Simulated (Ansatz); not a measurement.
# What ZrCdS3 in R-3c, a phase reached by a soft mode distorts into, part 2 of 3

Wanted: the energy along a soft mode of ZrCdS3 in R-3c, a phase reached by a soft mode and the structure at the end.

Ansatz 0.2.0; DFT PBEsol, scalar-relativistic, plane waves, PAW; PAW set soft_1.

So far. Step 4 (The mode frozen in, largest atomic shift 0.45 Å): The run ends at a pressure of -0.94 GPa, with forces up to 0.27 eV/Å.

### Step 5. Energy along the mode, all amplitudes (two of the runs are shown above)

An imaginary frequency means negative curvature, so the energy should fall and then rise again as anharmonic terms take over.

Numbers from this step:

| Quantity | Value |
| --- | --- |
| depth at the lowest point sampled | 17.52 meV/atom |
| largest atomic shift at that point | 0.45 Å |

Energy from the parent against largest atomic shift:

| largest atomic shift (Å) | energy from the parent (meV/atom) |
| --- | --- |
| 0.000 | 0 |
| 0.040 | -0.239 |
| 0.080 | -0.952 |
| 0.140 | -2.86 |
| 0.220 | -6.75 |
| 0.320 | -12.7 |
| 0.450 | -17.5 |
| 0.600 | -2.77 |

Displacement at unit largest shift by atom:

```csv
atom,x (Å),y (Å),z (Å),size
Cd1,0.00,0.00,1.00,1.00
Cd2,0.00,0.00,1.00,1.00
Zr3,0.00,0.00,-0.42,0.42
Zr4,0.00,0.00,-0.42,0.42
S5,0.18,-0.10,-0.77,0.80
S6,0.18,-0.10,-0.77,0.80
S7,0.00,0.20,-0.77,0.80
S8,0.00,0.20,-0.77,0.80
S9,-0.18,-0.10,-0.77,0.80
S10,-0.18,-0.10,-0.77,0.80
```

The lowest step is at 0.45 Å, 17.5 meV/atom below the parent, and the energy rises beyond it.

### Step 6. Relaxation from the frozen mode

Starting from the lowest point found, all atoms and the cell are let go, so that strain and other modes of the same symmetry can join in.

input.yaml

```yaml
crystal:
  lattice:
    - [3.3067146464, 1.9091325912, 5.7889262588]
    - [-3.3067146464, 1.9091325912, 5.7889262588]
    - [0.0, -3.8182651825, 5.7889262588]
  atoms:
    - { symbol: Cd, position: [0.275911541, 0.275911541, 0.275911541] }
    - { symbol: Cd, position: [0.775911541, 0.775911541, 0.775911541] }
    - { symbol: Zr, position: [0.4891699834, 0.4891699834, 0.4891699834] }
    - { symbol: Zr, position: [-0.0108300166, -0.0108300166, -0.0108300166] }
    - { symbol: S, position: [0.3644817236, 0.7139649738, 0.1115132466] }
    - { symbol: S, position: [0.6115132466, 0.2139649738, 0.8644817236] }
    - { symbol: S, position: [0.8644817236, 0.6115132466, 0.2139649738] }
    - { symbol: S, position: [0.1115132466, 0.3644817236, 0.7139649738] }
    - { symbol: S, position: [0.2139649738, 0.8644817236, 0.6115132466] }
    - { symbol: S, position: [0.7139649738, 0.1115132466, 0.3644817236] }
kpoints:
  mp_grid: { grid: [6, 6, 6] }
hamiltonian:
  xc: pbesol
  pseudopotentials: { kind: paw, azcp: { folder: soft_1 }, xc_functional: pbe }
scf:
  occupations: { method: fixed }
output:
  forces: true
  stress: true
  eigenvalues: true
relax:
  adjacent_minimum: "off"
  f_tol: 0.002
  max_steps: 120
  cell: { stress_tol: 0.03 }
```

On the command line:

```bash
ansatz run input.yaml --threads 8 --pin off --max-ram 16384MiB --backend cpu --events-out ev --progress --plain --runs-dir out
```

What it wrote:

```text
[...]
Crystal: 10 atoms, lattice volume = 219.271 Å³
Basis set: ecut = 420 eV, 4273 PW (Γ), exchange–correlation on 96×96×96 points (8 copies of the dense FFT grid, shifted against one another)
Bands: 60, of which v1, the nominal top of the filled ones, is band 50 counted from 1 (49 counted from 0)
Symmetry: 6 space group operations
[...]
k-points: 32 of 216 (time reversal used)
[...]
SCF iter   1: F=—  HF=-29946.763370 eV  |F-HF|=—  |Δ(HF+E_count)|=         —  Δρ=3.40e-2  dr2=3.66e0  ethr=3.10e-3  ⟨swp⟩=5.3  Hψ=6724  notcnv=0  defer=247
[...]
SCF iter  10: F=-29945.789595 eV  HF=-29945.789595 eV  |F-HF|=2.73e-10  |Δ(HF+E_count)|=   4.73e-8  Δρ=1.54e-6  dr2=6.84e-9  ethr=1.00e-10  ⟨swp⟩=14.2  Hψ=9860  notcnv=0
SCF 1 converged in 10 iterations: F = -29945.789595 eV  dr2 = 6.84e-9
[...]
relax step   1: F+E_penalty+E_count = -29945.78959513 eV  Δ(F+E_penalty+E_count) = +0.000e0 eV  max|allowed force component| = 2.679e-1 eV/Å  Δτ_max = 0.0000 Å  P = -0.936 GPa  Ω = 219.271 Å³  (10 SCF iters, dr2 threshold 1.00e-7 eV, accepted)
Crystal: 10 atoms, lattice volume = 215.776 Å³
Basis set: ecut = 420 eV, 4189 PW (Γ), exchange–correlation on 96×96×96 points (8 copies of the dense FFT grid, shifted against one another)
[...]
iter 1 solved again at ethr=4.20e-5 eV; its pass at ethr=3.10e-3 eV (dr2=4.20e-2 eV) is discarded
[...]
SCF iter   6: F=-29945.855340 eV  HF=-29945.855340 eV  |F-HF|=1.11e-7  |Δ(HF+E_count)|=   5.77e-7  Δρ=1.26e-5  dr2=5.62e-7  ethr=1.00e-9  ⟨swp⟩=14.1  Hψ=10899  notcnv=0
SCF 2 converged in 6 iterations: F = -29945.855340 eV  dr2 = 5.62e-7
[...]
relax step   2: F+E_penalty+E_count = -29945.85534050 eV  Δ(F+E_penalty+E_count) = -6.575e-2 eV  max|allowed force component| = 1.377e-1 eV/Å  Δτ_max = 0.0934 Å  P = +0.155 GPa  Ω = 215.776 Å³  energy of the carried Pulay correction = +3.975e-4 eV  (6 SCF iters, dr2 threshold 1.00e-6 eV, accepted)
Crystal: 10 atoms, lattice volume = 216.248 Å³
Basis set: ecut = 420 eV, 4195 PW (Γ), exchange–correlation on 96×96×96 points (8 copies of the dense FFT grid, shifted against one another)
[...]
SCF iter   5: F=-29945.864469 eV  HF=-29945.864469 eV  |F-HF|=7.45e-8  |Δ(HF+E_count)|=   6.23e-7  Δρ=7.55e-6  dr2=2.38e-7  ethr=1.00e-9  ⟨swp⟩=5.6  Hψ=7003  notcnv=0
SCF 3 converged in 5 iterations: F = -29945.864469 eV  dr2 = 2.38e-7
relax step   3: F+E_penalty+E_count = -29945.86446879 eV  Δ(F+E_penalty+E_count) = -9.128e-3 eV  max|allowed force component| = 7.436e-2 eV/Å  Δτ_max = 0.0178 Å  P = +0.124 GPa  Ω = 216.248 Å³  energy of the carried Pulay correction = +3.434e-4 eV  (5 SCF iters, dr2 threshold 1.00e-6 eV, accepted)
[...]
relax step   4: F+E_penalty+E_count = -29945.86657661 eV  Δ(F+E_penalty+E_count) = -2.108e-3 eV  max|allowed force component| = 6.455e-2 eV/Å  Δτ_max = 0.0112 Å  P = +0.057 GPa  Ω = 216.381 Å³  energy of the carried Pulay correction = +3.281e-4 eV  (5 SCF iters, dr2 threshold 3.46e-7 eV, accepted)
[...]
relax step   5: F+E_penalty+E_count = -29945.86965937 eV  Δ(F+E_penalty+E_count) = -3.083e-3 eV  max|allowed force component| = 2.957e-2 eV/Å  Δτ_max = 0.0297 Å  P = -0.025 GPa  Ω = 216.569 Å³  energy of the carried Pulay correction = +3.067e-4 eV  (6 SCF iters, dr2 threshold 2.60e-7 eV, accepted)
[...]
relax step   6: F+E_penalty+E_count = -29945.86950701 eV  Δ(F+E_penalty+E_count) = +1.524e-4 eV  max|allowed force component| = 3.404e-2 eV/Å  Δτ_max = 0.0144 Å  P = -0.002 GPa  Ω = 216.436 Å³  energy of the carried Pulay correction = +3.219e-4 eV  (6 SCF iters, dr2 threshold 5.47e-8 eV, rejected (line search))
[...]
relax step   7: F+E_penalty+E_count = -29945.87006365 eV  Δ(F+E_penalty+E_count) = -4.043e-4 eV  max|allowed force component| = 1.252e-2 eV/Å  Δτ_max = 0.0072 Å  P = +0.043 GPa  Ω = 216.415 Å³  energy of the carried Pulay correction = +3.243e-4 eV  (9 SCF iters, accepted)
[...]
relax step   8: F+E_penalty+E_count = -29945.87025716 eV  Δ(F+E_penalty+E_count) = -1.935e-4 eV  max|allowed force component| = 6.492e-4 eV/Å  Δτ_max = 0.0108 Å  P = -0.004 GPa  Ω = 216.522 Å³  energy of the carried Pulay correction = +3.121e-4 eV  (6 SCF iters, dr2 threshold 9.80e-9 eV, accepted)
[...]
SCF iter   6: F=-29945.869952 eV  HF=-29945.869952 eV  |F-HF|=7.28e-12  |Δ(HF+E_count)|=  1.02e-10  Δρ=4.58e-8  dr2=5.66e-12  ethr=1.00e-12  ⟨swp⟩=5.0  Hψ=6804  notcnv=0
SCF 9 converged in 6 iterations: F = -29945.869952 eV  dr2 = 5.66e-12
relax step   9: F+E_penalty+E_count = -29945.86995176 eV  Δ(F+E_penalty+E_count) = +3.054e-4 eV  max|allowed force component| = 6.809e-4 eV/Å  Δτ_max = 0.0000 Å  P = -0.004 GPa  Ω = 216.522 Å³  stress off target by 6.34e-3 GPa  SCF on the basis re-selected at this cell (its energy is not comparable with the rows above)  (6 SCF iters)
basis re-selected at this cell: Δ(F+E_penalty+E_count) = +3.054e-4 eV, ΔP = -0.000 GPa vs the last step (what re-selecting the basis moved, of the pressure what is left beyond the Pulay correction that the steps carried, after the strain that the cell walked since its last selection, with what the two solves' SCF thresholds leave and, on support functions, any second-order correction that the steps lacked; it is no m [...]
SCF converged after 6 iterations
Free energy (F): -29945.869952 eV
[...]
Internal energy: -29945.869952 eV  (E = F + TS)
E sigma→0 (E₀):  -29945.869952 eV
Fermi energy:    7.918569 eV
[...]
--- Forces (eV/Å), atoms counted from 1 ---
  atom   1  Cd     0.00000000     0.00000000    -0.00007200
  atom   2  Cd    -0.00000000     0.00000000    -0.00007200
  atom   3  Zr     0.00000000     0.00000000    -0.00068106
  atom   4  Zr    -0.00000000     0.00000000    -0.00068106
  atom   5  S     -0.00018761     0.00039431     0.00025082
  atom   6  S     -0.00043529    -0.00003468     0.00025082
  atom   7  S      0.00024768    -0.00035964     0.00025082
  atom   8  S     -0.00024768    -0.00035964     0.00025082
  atom   9  S      0.00018761     0.00039431     0.00025082
  atom  10  S      0.00043529    -0.00003468     0.00025082
  max |Σ_I F_I| component: 1.22e-6 eV/Å
--- Stress (GPa, compression-positive) ---
       -0.006337      -0.000000      -0.000000
        0.000000      -0.006337      -0.000000
        0.000000      -0.000000      -0.000211
  P = ⅓ Tr σ = -0.0043 GPa (-0.043 kbar)
--- Band table (eV; the first three rows and the last of 32) ---
  k-point 0: bands = [... 46 lower, 7.5982, 7.8991, 7.8991, 7.9112, 9.2260, 9.2502, 9.2502, 10.4167, ... 6 higher]
  k-point 1: bands = [... 46 lower, 7.5874, 7.6256, 7.7330, 7.8663, 9.3699, 9.5000, 9.5505, 10.4970, ... 6 higher]
  k-point 2: bands = [... 46 lower, 7.3996, 7.4160, 7.6856, 7.7678, 9.6082, 9.7439, 9.9686, 10.3868, ... 6 higher]
  k-point 31: bands = [... 46 lower, 7.5556, 7.5556, 7.5556, 7.5556, 9.8701, 9.8701, 10.6943, 10.6943, ... 6 higher]
--- Relaxed structure (8 steps of the walk, 7 accepted, 1 SCFs on fresh bases) ---
  F+E_penalty+E_count = -29945.86995176 eV   max|allowed force component| = 6.809e-4 eV/Å   (the final SCF, on the basis selected at the relaxed cell)
  cell:  # Å, volume = 216.5218 Å³
    - [3.267559, 1.886526, 5.854153]
    - [-3.267559, 1.886526, 5.854153]
    - [1.550295e-18, -3.773052, 5.854153]
  atoms:
    - { symbol: Cd, position: [0.283470, 0.283470, 0.283470] }
    - { symbol: Cd, position: [0.783470, 0.783470, 0.783470] }
    - { symbol: Zr, position: [0.482673, 0.482673, 0.482673] }
    - { symbol: Zr, position: [-0.017327, -0.017327, -0.017327] }
    - { symbol: S, position: [0.366718, 0.722876, 0.099305] }
    - { symbol: S, position: [0.599305, 0.222876, 0.866718] }
    - { symbol: S, position: [0.866718, 0.599305, 0.222876] }
    - { symbol: S, position: [0.099305, 0.366718, 0.722876] }
    - { symbol: S, position: [0.222876, 0.866718, 0.599305] }
    - { symbol: S, position: [0.722876, 0.099305, 0.366718] }
```

It took 45 s on 8 threads of AMD EPYC 7B13 (Zen 3), shared host; peak memory 1.1 GiB; 5.6 min of CPU time.

The steps of the relaxation:

| step | energy less that of the first step (eV) | largest force component (eV/Å) | pressure (GPa) | volume (Å³) |
| --- | --- | --- | --- | --- |
| 1 | 0.0000 | 0.2679 | -0.94 | 219.27 |
| 2 | -0.0657 | 0.1377 | 0.15 | 215.78 |
| 3 | -0.0749 | 0.0744 | 0.12 | 216.25 |
| 4 | -0.0770 | 0.0645 | 0.06 | 216.38 |
| 5 | -0.0801 | 0.0296 | -0.03 | 216.57 |
| 6 | -0.0799 | 0.0340 | 0.00 | 216.44 |
| 7 | -0.0805 | 0.0125 | 0.04 | 216.41 |
| 8 | -0.0807 | 0.0006 | 0.00 | 216.52 |
| 9* | -0.0804 | 0.0007 | 0.00 | 216.52 |

Relaxation steps marked * repeat the geometry before them on a plane-wave basis chosen anew for their cell, so energy and pressure can jump there. Relaxation step 6 was tried and not accepted.

The run keeps the 6 symmetry operations that the program found, so distortions that break them were not tested.

```
conventional cell, symmetrised  before   after  change
                         a (Å)   6.613   6.535  -1.2 %
                         b (Å)   6.613   6.535  -1.2 %
                         c (Å)  17.367  17.562  +1.1 %
              volume (Å³/atom)   21.93   21.65  -1.3 %
```

The atoms that moved most (Å, as changes of fractional coordinates times the final cell):

```
atom      dx      dy      dz  length
 Cd1   0.000   0.000   0.133   0.133
 Cd2   0.000   0.000   0.133   0.133
 Zr3   0.000   0.000  -0.114   0.114
 Zr4   0.000   0.000  -0.114   0.114
  S7   0.047  -0.052  -0.006   0.071
  S8  -0.047  -0.052  -0.006   0.071
  S6  -0.069  -0.015  -0.006   0.071
 S10   0.069  -0.015  -0.006   0.071
```

Read from the output:

* pressure: -0.004295 GPa
* gap on the k-mesh: 1.307 eV
* volume per atom: 21.65 Å³

The distorted start has space group R3c; the relaxation ends in R3c.

### Step 7. The new phase in its own primitive cell

The relaxed structure is symmetrised, reduced to its primitive cell and relaxed tightly, as its phonons need.

input.yaml

```yaml
crystal:
  lattice:
    - [3.2675589594, 1.8865260448, 5.8541528338]
    - [-3.2675589594, 1.8865260448, 5.8541528338]
    - [0.0, -3.7730520896, 5.8541528338]
  atoms:
    - { symbol: Cd, position: [0.7165295979, 0.7165295979, 0.7165295979] }
    - { symbol: Cd, position: [0.2165295979, 0.2165295979, 0.2165295979] }
    - { symbol: Zr, position: [0.5173271579, 0.5173271579, 0.5173271579] }
    - { symbol: Zr, position: [0.0173271579, 0.0173271579, 0.0173271579] }
    - { symbol: S, position: [0.9006951372, 0.2771244626, 0.633282176] }
    - { symbol: S, position: [0.133282176, 0.7771244626, 0.4006951372] }
    - { symbol: S, position: [0.7771244626, 0.4006951372, 0.133282176] }
    - { symbol: S, position: [0.2771244626, 0.633282176, 0.9006951372] }
    - { symbol: S, position: [0.4006951372, 0.133282176, 0.7771244626] }
    - { symbol: S, position: [0.633282176, 0.9006951372, 0.2771244626] }
kpoints:
  mp_grid: { grid: [6, 6, 6] }
hamiltonian:
  xc: pbesol
  pseudopotentials: { kind: paw, azcp: { folder: soft_1 }, xc_functional: pbe }
scf:
  occupations: { method: fixed }
output:
  forces: true
  stress: true
  eigenvalues: true
relax:
  adjacent_minimum: "off"
  f_tol: 0.001
  max_steps: 60
  cell: { stress_tol: 0.01 }
```

What it wrote:

```text
[...]
Crystal: 10 atoms, lattice volume = 216.522 Å³
Basis set: ecut = 420 eV, 4219 PW (Γ), exchange–correlation on 96×96×96 points (8 copies of the dense FFT grid, shifted against one another)
Bands: 60, of which v1, the nominal top of the filled ones, is band 50 counted from 1 (49 counted from 0)
Symmetry: 6 space group operations
[...]
k-points: 32 of 216 (time reversal used)
[...]
- { symbol: Zr, position: [0.0173271579, 0.0173271579, 0.0173271579] }
    - { symbol: S, position: [0.9006951372, 0.277124, 0.633282] }
    - { symbol: S, position: [0.133282, 0.7771244626, 0.4006951372] }
    - { symbol: S, position: [0.7771244626, 0.400695, 0.133282] }
    - { symbol: S, position: [0.2771244626, 0.633282176, 0.9006951372] }
    - { symbol: S, position: [0.400695, 0.133282, 0.7771244626] }
    - { symbol: S, position: [0.633282, 0.900695, 0.2771244626] }
[key lines of the parts left out:]
SCF converged after 8 iterations
Free energy (F): -29945.869952 eV
Fermi energy:    7.918568 eV
P = ⅓ Tr σ = -0.0043 GPa (-0.043 kbar)
```

The job ended after 14 s (8 threads; peak memory 1.1 GiB; 1.7 min of CPU time).

Little changed from the start: no atom moved by 0.005 Å and no cell edge by 0.1 %.

Read from the output:

```
pressure           : -0.004294 GPa
direct gap on mesh : 1.315 eV
```

The largest force component left is 0.68 meV/Å and the pressure is -0.004 GPa, within the tolerances set. The cell now holds 21.65 Å³/atom.

[end of part 2 of 3]

[Long decimals in the printed logs are rounded to 6 places.]

[Logs are printed without paths, hosts, clocks, repeated set-up lines and the standing remarks that a program may print on its own settings, such as how far it seeks lower states.]

[Hosts, paths, dates, database ids (printed as entryN), source tags and the programs' standing remarks are cut or masked in the printed files.]

[Where the starting crystal was built by hand or by swapping elements, it need not be the compound's stable phase.]
